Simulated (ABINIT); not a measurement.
# Calculated records

```
! title: A GW chain in ABINIT: PbSe (Clausthalite)
! method: RPA screening on PBE, plane waves, norm-conserving pseudopotentials (and 2 further levels or steps)
! program: ABINIT 10.8.3
! settings: cutoff 48 Ha, PseudoDojo scalar-relativistic 0.4 stringent, norm-conserving, ngkpt (4, 4, 4), nband 232, ecuteps 7.2 Ha, inclvkb 2, shiftk (0, 0, 0), symchi 1, awtr 1, frequency ppm, 4×4×4 k-mesh
! cost: 5 runs, 9 min in all on 8 MPI ranks of Intel Xeon Platinum 8259CL at 2.50GHz (Skylake/Cascade Lake), shared host
! notes: The cell and positions come from the Crystallography Open Database and are kept as given unless a step says otherwise. Limits: screening runs away on this mesh; no spin-orbit coupling. The 4×4×4 mesh is coarse for this cell, which bears on the long-range parts of exchange and screening. On this mesh the RPA ε∞ passes 90, more than nearly any semiconductor shows; a coarse mesh does this where one point with a narrow direct gap carries much weight. The screening is then too strong, and the G0W0 gap should not be taken as the material’s.
! PBE gap: 0.30 eV, direct
! G0W0 gap on the mesh: 0.39 eV
! GW settings: 4×4×4 mesh, 232 bands, screening to 195.9 eV, Godby-Needs plasmon pole
CELL_PARAMETERS angstrom
0.00000 3.06065 3.06065
3.06065 0.00000 3.06065
3.06065 3.06065 0.00000
ATOMIC_POSITIONS crystal
Pb 0.00000 0.00000 0.00000
Se 0.50000 0.50000 0.50000
```

[Long decimals in the printed logs are rounded to 6 places.]

[Logs are printed without paths, hosts, clocks, repeated set-up lines and the standing remarks that a program may print on its own settings, such as how far it seeks lower states.]

[Paths, hosts, dates, memory and timing lines, banners, echoed tables and standing remarks are left out of the program output; an Ansatz launch command may be rebuilt from the run's recorded settings. Measured values are a selection of at most five: reports struck by readers or far from the other reports are left out. None is set beside runs whose start may be inverted or whose files or cutoffs have a known fault.]

[Runs of the session that timed out or met a known fault of the program may be left out.]

[Hosts, paths, dates, database ids (printed as entryN), source tags and the programs' standing remarks are cut or masked in the printed files.]

[G0W0 gaps are taken among the corrected bands and points alone; a level outside them can change the order at an edge.]

[Where Ansatz stands beside ABINIT at settings called matched, ABINIT's density can come from a denser mesh and the files from another edition; pairs whose starting gaps differed by over 0.03 eV were left out, so agreement reads better than it is.]
